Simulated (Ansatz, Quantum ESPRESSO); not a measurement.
# Ballistic transmission: vacuum gap of 3.5 Å between two Ag(100) faces, part 2 of 3

How well does the junction conduct in the ballistic limit? It is: vacuum gap of 3.5 Å between two Ag(100) faces.

Quantum ESPRESSO 7.5; plane-wave DFT, LDA, GBRV ultrasoft pseudopotentials; cross-check by Ansatz 0.2.0 with PAW datasets.

So far. Step 2 (SCF with pw.x): The run needed 11 iterations to bring the estimated error under 1e-07 Ry; the largest force on any atom, held or free, is 0.19 eV/Å.

**3. The open system**

Level of this step: transmission by pwcond, lead and junction from one cell; plane-wave DFT, LDA, GBRV ultrasoft pseudopotentials (Quantum ESPRESSO).

prefixt takes both regions from one run: the lead from 0 to bdl, the scattering region from bdl to bds (units of alat). ikind = 1 puts the same lead on both sides. The program's T_tot counts both spins in a run without spin; the tables below give T per spin.

Input file cond.in:

```
&inputcond
  outdir = './out'
  prefixt = 'scf'
  tran_file = 'cond.dat'
  bdl = 2.8284271247
  bds = 11.7993119511
  ikind = 1
  ewind = 4.0
  epsproj = 1e-05
  nz1 = 7
  energy0 = 0.4
  denergy = -0.4
/
28
  0.00000000 0.00000000 0.00694444
  0.00000000 0.08333333 0.02777778
  0.00000000 0.16666667 0.02777778
  0.00000000 0.25000000 0.02777778
  0.00000000 0.33333333 0.02777778
  0.00000000 0.41666667 0.02777778
  0.00000000 0.50000000 0.01388889
  0.08333333 0.08333333 0.02777778
  0.08333333 0.16666667 0.05555556
  0.08333333 0.25000000 0.05555556
  0.08333333 0.33333333 0.05555556
  0.08333333 0.41666667 0.05555556
  0.08333333 0.50000000 0.02777778
  0.16666667 0.16666667 0.02777778
  0.16666667 0.25000000 0.05555556
  0.16666667 0.33333333 0.05555556
  0.16666667 0.41666667 0.05555556
  0.16666667 0.50000000 0.02777778
  0.25000000 0.25000000 0.02777778
  0.25000000 0.33333333 0.05555556
  0.25000000 0.41666667 0.05555556
  0.25000000 0.50000000 0.02777778
  0.33333333 0.33333333 0.02777778
  0.33333333 0.41666667 0.05555556
  0.33333333 0.50000000 0.02777778
  0.41666667 0.41666667 0.02777778
  0.41666667 0.50000000 0.02777778
  0.50000000 0.50000000 0.00694444
3
```

Command:

```bash
$ OMP_NUM_THREADS=1 mpirun -n 4 pwcond.x -in cond.in > cond.out
```

Output:

```text
[banner, memory and clock lines left out]
Program PWCOND v.7.5 starts

          URL

     ./out/scf.save/

     IMPORTANT: XC functional enforced from input :
     Exchange-correlation= PZ
                           (   1   1   0   0   0   0   0)
     Any further DFT definition will be discarded
     Please, verify this is what you really want

     Reading collected, re-writing distributed wavefunctions

===== INPUT FILE containing all the regions =====

     GEOMETRY:

     lattice parameter (alat)  =       5.5454  a.u.
     the volume                =    2012.1140 (a.u.)^3
     the cross section         =      30.7513 (a.u.)^2
     l of the unit cell        =      11.7993 (alat)
     number of atoms/cell      =           16
     number of atomic types    =            1

     crystal axes: (cart. coord. in units of alat)
               a(1) = (  1.0000  0.0000  0.0000 )
               a(2) = (  0.0000  1.0000  0.0000 )
               a(3) = (  0.0000  0.0000 11.7993 )

   Cartesian axes

     site n.     atom                  positions (alat units)
          1        Ag     tau(  1)=(  0.0000  0.0000 11.7993  )
          2        Ag     tau(  2)=(  0.5000  0.5000  0.7071  )
          3        Ag     tau(  3)=(  0.0000  0.0000  1.4142  )
          4        Ag     tau(  4)=(  0.5000  0.5000  2.1213  )
          5        Ag     tau(  5)=(  0.0000  0.0000  2.8284  )
          6        Ag     tau(  6)=(  0.5000  0.5000  3.5355  )
          7        Ag     tau(  7)=(  0.0000  0.0000  4.2426  )
          8        Ag     tau(  8)=(  0.5000  0.5000  4.9497  )
          9        Ag     tau(  9)=(  0.0000  0.0000  6.1425  )
         10        Ag     tau( 10)=(  0.5000  0.5000  6.8496  )
         11        Ag     tau( 11)=(  0.0000  0.0000  7.5567  )
         12        Ag     tau( 12)=(  0.5000  0.5000  8.2638  )
         13        Ag     tau( 13)=(  0.0000  0.0000  8.9709  )
         14        Ag     tau( 14)=(  0.5000  0.5000  9.6780  )
         15        Ag     tau( 15)=(  0.0000  0.0000 10.3851  )
         16        Ag     tau( 16)=(  0.5000  0.5000 11.0922  )

     nr1s                      =           24
     nr2s                      =           24
     nr3s                      =          270
     nr1sx                     =           24
     nr2sx                     =           24
     nr3sx                     =          270
     nr1                       =           25
     nr2                       =           25
     nr3                       =          300
     nr1x                      =           25
     nr2x                      =           25
     nr3x                      =          300

 _______________________________
  Radii of nonlocal spheres:

     type       ibeta     ang. mom.          radius (alat units)
       Ag         1         0                    0.3125
       Ag         2         0                    0.3125
       Ag         3         1                    0.3125
       Ag         4         1                    0.3125
       Ag         5         2                    0.3125
       Ag         6         2                    0.3125
----- General information -----

--- T calc. with identical leads (ikind=1) ---

     nrx                       =           24
     nry                       =           24
     nz1                       =            7

     energy0               =         4.0E-01
     denergy               =        -4.0E-01
     nenergy               =          3
     ecut2d                =         4.0E+01
     ewind                 =         4.0E+00
     epsproj               =         1.0E-05

     number of k_|| points=   28
                       cryst. coord.
        k(    1) = (   0.0000000   0.0000000), wk =   0.0069444
        k(    2) = (   0.0000000   0.0833333), wk =   0.0277778
        k(    3) = (   0.0000000   0.1666667), wk =   0.0277778
        k(    4) = (   0.0000000   0.2500000), wk =   0.0277778
        k(    5) = (   0.0000000   0.3333333), wk =   0.0277778
        k(    6) = (   0.0000000   0.4166667), wk =   0.0277778
        k(    7) = (   0.0000000   0.5000000), wk =   0.0138889
        k(    8) = (   0.0833333   0.0833333), wk =   0.0277778
        k(    9) = (   0.0833333   0.1666667), wk =   0.0555556
        k(   10) = (   0.0833333   0.2500000), wk =   0.0555556
        k(   11) = (   0.0833333   0.3333333), wk =   0.0555556
        k(   12) = (   0.0833333   0.4166667), wk =   0.0555556
        k(   13) = (   0.0833333   0.5000000), wk =   0.0277778
        k(   14) = (   0.1666667   0.1666667), wk =   0.0277778
        k(   15) = (   0.1666667   0.2500000), wk =   0.0555556
        k(   16) = (   0.1666667   0.3333333), wk =   0.0555556
        k(   17) = (   0.1666667   0.4166667), wk =   0.0555556
        k(   18) = (   0.1666667   0.5000000), wk =   0.0277778
        k(   19) = (   0.2500000   0.2500000), wk =   0.0277778
        k(   20) = (   0.2500000   0.3333333), wk =   0.0555556
        k(   21) = (   0.2500000   0.4166667), wk =   0.0555556
        k(   22) = (   0.2500000   0.5000000), wk =   0.0277778
        k(   23) = (   0.3333333   0.3333333), wk =   0.0277778
        k(   24) = (   0.3333333   0.4166667), wk =   0.0555556
        k(   25) = (   0.3333333   0.5000000), wk =   0.0277778
        k(   26) = (   0.4166667   0.4166667), wk =   0.0277778
        k(   27) = (   0.4166667   0.5000000), wk =   0.0277778
        k(   28) = (   0.5000000   0.5000000), wk =   0.0069444
----- Information about left/right lead -----

     nocros                   =           18
     noins                    =           54
     norb                     =           90
     norbf                    =          234
     nrz                      =           65

      iorb      type   ibeta   ang. mom.   m       position (alat)
        1        1       1        0        1   taunew(   1)=(  0.0000  0.0000  0.0000)
        2        1       2        0        1   taunew(   2)=(  0.0000  0.0000  0.0000)
        3        1       3        1        1   taunew(   3)=(  0.0000  0.0000  0.0000)
        4        1       3        1        2   taunew(   4)=(  0.0000  0.0000  0.0000)
        5        1       3        1        3   taunew(   5)=(  0.0000  0.0000  0.0000)
        6        1       4        1        1   taunew(   6)=(  0.0000  0.0000  0.0000)
        7        1       4        1        2   taunew(   7)=(  0.0000  0.0000  0.0000)
        8        1       4        1        3   taunew(   8)=(  0.0000  0.0000  0.0000)
        9        1       5        2        1   taunew(   9)=(  0.0000  0.0000  0.0000)
       10        1       5        2        2   taunew(  10)=(  0.0000  0.0000  0.0000)
[...]
179        1       6        2        4   taunew( 179)=(  0.5000  0.5000  6.8496)
      180        1       6        2        5   taunew( 180)=(  0.5000  0.5000  6.8496)
      181        1       1        0        1   taunew( 181)=(  0.0000  0.0000  7.5567)
      182        1       2        0        1   taunew( 182)=(  0.0000  0.0000  7.5567)
      183        1       3        1        1   taunew( 183)=(  0.0000  0.0000  7.5567)
      184        1       3        1        2   taunew( 184)=(  0.0000  0.0000  7.5567)
      185        1       3        1        3   taunew( 185)=(  0.0000  0.0000  7.5567)
      186        1       4        1        1   taunew( 186)=(  0.0000  0.0000  7.5567)
      187        1       4        1        2   taunew( 187)=(  0.0000  0.0000  7.5567)
      188        1       4        1        3   taunew( 188)=(  0.0000  0.0000  7.5567)
      189        1       5        2        1   taunew( 189)=(  0.0000  0.0000  7.5567)
      190        1       5        2        2   taunew( 190)=(  0.0000  0.0000  7.5567)
      191        1       5        2        3   taunew( 191)=(  0.0000  0.0000  7.5567)
      192        1       5        2        4   taunew( 192)=(  0.0000  0.0000  7.5567)
      193        1       5        2        5   taunew( 193)=(  0.0000  0.0000  7.5567)
      194        1       6        2        1   taunew( 194)=(  0.0000  0.0000  7.5567)
      195        1       6        2        2   taunew( 195)=(  0.0000  0.0000  7.5567)
      196        1       6        2        3   taunew( 196)=(  0.0000  0.0000  7.5567)
      197        1       6        2        4   taunew( 197)=(  0.0000  0.0000  7.5567)
      198        1       6        2        5   taunew( 198)=(  0.0000  0.0000  7.5567)
      199        1       1        0        1   taunew( 199)=(  0.5000  0.5000  8.2638)
      200        1       2        0        1   taunew( 200)=(  0.5000  0.5000  8.2638)
      201        1       3        1        1   taunew( 201)=(  0.5000  0.5000  8.2638)
      202        1       3        1        2   taunew( 202)=(  0.5000  0.5000  8.2638)
      203        1       3        1        3   taunew( 203)=(  0.5000  0.5000  8.2638)
      204        1       4        1        1   taunew( 204)=(  0.5000  0.5000  8.2638)
      205        1       4        1        2   taunew( 205)=(  0.5000  0.5000  8.2638)
      206        1       4        1        3   taunew( 206)=(  0.5000  0.5000  8.2638)
      207        1       5        2        1   taunew( 207)=(  0.5000  0.5000  8.2638)
      208        1       5        2        2   taunew( 208)=(  0.5000  0.5000  8.2638)
      209        1       5        2        3   taunew( 209)=(  0.5000  0.5000  8.2638)
      210        1       5        2        4   taunew( 210)=(  0.5000  0.5000  8.2638)
      211        1       5        2        5   taunew( 211)=(  0.5000  0.5000  8.2638)
      212        1       6        2        1   taunew( 212)=(  0.5000  0.5000  8.2638)
      213        1       6        2        2   taunew( 213)=(  0.5000  0.5000  8.2638)
      214        1       6        2        3   taunew( 214)=(  0.5000  0.5000  8.2638)
      215        1       6        2        4   taunew( 215)=(  0.5000  0.5000  8.2638)
      216        1       6        2        5   taunew( 216)=(  0.5000  0.5000  8.2638)
      217        1       1        0        1   taunew( 217)=(  0.0000  0.0000  8.9709)
      218        1       2        0        1   taunew( 218)=(  0.0000  0.0000  8.9709)
      219        1       3        1        1   taunew( 219)=(  0.0000  0.0000  8.9709)
      220        1       3        1        2   taunew( 220)=(  0.0000  0.0000  8.9709)
      221        1       3        1        3   taunew( 221)=(  0.0000  0.0000  8.9709)
      222        1       4        1        1   taunew( 222)=(  0.0000  0.0000  8.9709)
      223        1       4        1        2   taunew( 223)=(  0.0000  0.0000  8.9709)
      224        1       4        1        3   taunew( 224)=(  0.0000  0.0000  8.9709)
      225        1       5        2        1   taunew( 225)=(  0.0000  0.0000  8.9709)
      226        1       5        2        2   taunew( 226)=(  0.0000  0.0000  8.9709)
      227        1       5        2        3   taunew( 227)=(  0.0000  0.0000  8.9709)
      228        1       5        2        4   taunew( 228)=(  0.0000  0.0000  8.9709)
      229        1       5        2        5   taunew( 229)=(  0.0000  0.0000  8.9709)
      230        1       6        2        1   taunew( 230)=(  0.0000  0.0000  8.9709)
      231        1       6        2        2   taunew( 231)=(  0.0000  0.0000  8.9709)
      232        1       6        2        3   taunew( 232)=(  0.0000  0.0000  8.9709)
      233        1       6        2        4   taunew( 233)=(  0.0000  0.0000  8.9709)
      234        1       6        2        5   taunew( 234)=(  0.0000  0.0000  8.9709)
 ngper, shell number =           97          16
 ngper, n2d =           97          64
---  E-Ef =    0.4000000  k =    0.0000000   0.0000000
---  ie =          1  ik =          1
 Nchannels of the left tip =            1
 Right moving states:
   k1(2pi/a)   k2(2pi/a)   E-Ef (eV)
  -0.2966439  -0.0000057   0.4000000
 Left moving states:
   k1(2pi/a)   k2(2pi/a)   E-Ef (eV)
   0.2966439  -0.0000057   0.4000000

 to transmit
 Band j to band i transmissions and reflections:
    j         i     |T_ij|^2    |R_ij|^2

    1 -->     1     0.99714     0.00286
   Total T_j, R_j =    0.99714  0.00286

E-Ef(ev), T(x2 spins) =    0.4000000   1.9942739
---  E-Ef =    0.0000000  k =    0.0000000   0.0000000
---  ie =          2  ik =          1
 Nchannels of the left tip =            1
 Right moving states:
   k1(2pi/a)   k2(2pi/a)   E-Ef (eV)
  -0.3561836  -0.0000058   0.0000000
 Left moving states:
   k1(2pi/a)   k2(2pi/a)   E-Ef (eV)
   0.3561836  -0.0000058   0.0000000

 to transmit
 Band j to band i transmissions and reflections:
    j         i     |T_ij|^2    |R_ij|^2

    1 -->     1     0.99292     0.00708
   Total T_j, R_j =    0.99292  0.00708

E-Ef(ev), T(x2 spins) =    0.0000000   1.9858414
---  E-Ef =   -0.4000000  k =    0.0000000   0.0000000
---  ie =          3  ik =          1
 Nchannels of the left tip =            1
 Right moving states:
   k1(2pi/a)   k2(2pi/a)   E-Ef (eV)
  -0.4146033  -0.0000058  -0.4000000
 Left moving states:
   k1(2pi/a)   k2(2pi/a)   E-Ef (eV)
   0.4146033  -0.0000058  -0.4000000

 to transmit
 Band j to band i transmissions and reflections:
    j         i     |T_ij|^2    |R_ij|^2

    1 -->     1     0.96096     0.03904
   Total T_j, R_j =    0.96096  0.03904

E-Ef(ev), T(x2 spins) =   -0.4000000   1.9219124
 ngper, shell number =           97          54
 ngper, n2d =           97          67
[... further energies and points left out ...]
---  E-Ef =    0.4000000  k =    0.5000000   0.5000000
---  ie =          1  ik =         28
 Nchannels of the left tip =            0
 Right moving states:
   k1(2pi/a)   k2(2pi/a)   E-Ef (eV)
 Left moving states:
   k1(2pi/a)   k2(2pi/a)   E-Ef (eV)

 to transmit
          E-Ef(ev), T =    0.4000000   0.0000000
---  E-Ef =    0.0000000  k =    0.5000000   0.5000000
---  ie =          2  ik =         28
 Nchannels of the left tip =            0
 Right moving states:
   k1(2pi/a)   k2(2pi/a)   E-Ef (eV)
 Left moving states:
   k1(2pi/a)   k2(2pi/a)   E-Ef (eV)

 to transmit
          E-Ef(ev), T =    0.0000000   0.0000000
---  E-Ef =   -0.4000000  k =    0.5000000   0.5000000
---  ie =          3  ik =         28
 Nchannels of the left tip =            0
 Right moving states:
   k1(2pi/a)   k2(2pi/a)   E-Ef (eV)
 Left moving states:
   k1(2pi/a)   k2(2pi/a)   E-Ef (eV)

 to transmit
          E-Ef(ev), T =   -0.4000000   0.0000000
   T_tot     0.40000      0.10204E+01
   T_tot     0.00000      0.93116E+00
   T_tot    -0.40000      0.84370E+00

Note: The following floating-point exceptions are signalling: IEEE_UNDERFLOW_FLAG
Note: The following floating-point exceptions are signalling: IEEE_UNDERFLOW_FLAG
Note: The following floating-point exceptions are signalling: IEEE_UNDERFLOW_FLAG
Note: The following floating-point exceptions are signalling: IEEE_UNDERFLOW_FLAG
```

Wall time 86 s (4 MPI ranks of Arm Neoverse V2, shared host); peak memory 0.26 GiB; 5.8 min of CPU time.

This step gave:

```
lead channels at the Fermi level, one spin : 0.9236
transmission at the Fermi level, one spin  : 0.4656
conductance                                : 0.4656 G₀
```

Per spin; mean over the k mesh across the current. The open channels, zone mean by energy, zero at the Fermi level:

| energy (eV) | open channels, zone mean |
| --- | --- |
| -0.400 | 0.854 |
| 0.000 | 0.924 |
| 0.400 | 0.951 |

Per spin; mean over the k mesh across the current. Transmission, zone mean against energy, zero at the Fermi level:

```csv
energy (eV),"transmission, zone mean"
-0.400,0.422
0.000,0.466
0.400,0.510
```

At 0.000 eV; k in fractions of b1, b2. Transmission by k point:

```
     k1       k2    weight        t  channels
      0        0  0.006944   0.9929         1
      0  0.08333   0.02778   0.9705         1
      0   0.1667   0.02778   0.8818         1
      0     0.25   0.02778   0.7575         1
      0   0.3333   0.02778   0.6415         1
      0   0.4167   0.02778   0.5384         1
      0      0.5   0.01389        0         0
0.08333  0.08333   0.02778   0.9394         1
0.08333   0.1667   0.05556   0.8444         1
0.08333     0.25   0.05556   0.7239         1
0.08333   0.3333   0.05556   0.6111         1
0.08333   0.4167   0.05556   0.4928         1
0.08333      0.5   0.02778  0.04372         2
 0.1667   0.1667   0.02778   0.7517         1
 0.1667     0.25   0.05556   0.6377         1
 0.1667   0.3333   0.05556   0.5364         1
 0.1667   0.4167   0.05556   0.3809         1
 0.1667      0.5   0.02778  0.04192         2
   0.25     0.25   0.02778   0.5417         1
   0.25   0.3333   0.05556   0.4287         1
   0.25   0.4167   0.05556    0.249         1
   0.25      0.5   0.02778        0         0
 0.3333   0.3333   0.02778    0.298         1
 0.3333   0.4167   0.05556   0.1484         1
 0.3333      0.5   0.02778        0         0
 0.4167   0.4167   0.02778        0         0
 0.4167      0.5   0.02778        0         0
    0.5      0.5  0.006944        0         0
```

The program's own clock; routines nest. Time by routine:

```csv
routine,wall time (s),calls
PWCOND,85.86,1
scatter_forw,69.94,168
local,6.94,28
compbs,5.99,84
compbs_2,4.9,84
init,0.45,1
poten,0.03,1
```

At no point does T exceed the number of channels.

(Continued in part 3 of 3.)

[Logs are printed without paths, hosts, clocks, repeated set-up lines and the standing remarks that a program may print on its own settings, such as how far it seeks lower states.]

[Hosts, paths, dates, database ids (printed as entryN), source tags and the programs' standing remarks are cut or masked in the printed files.]

[Maps of the electrostatic potential energy from Ansatz leave out the sawtooth potential of an applied field or a dipole correction, so their vacuum need not be flat; planar profiles and work functions include it.]
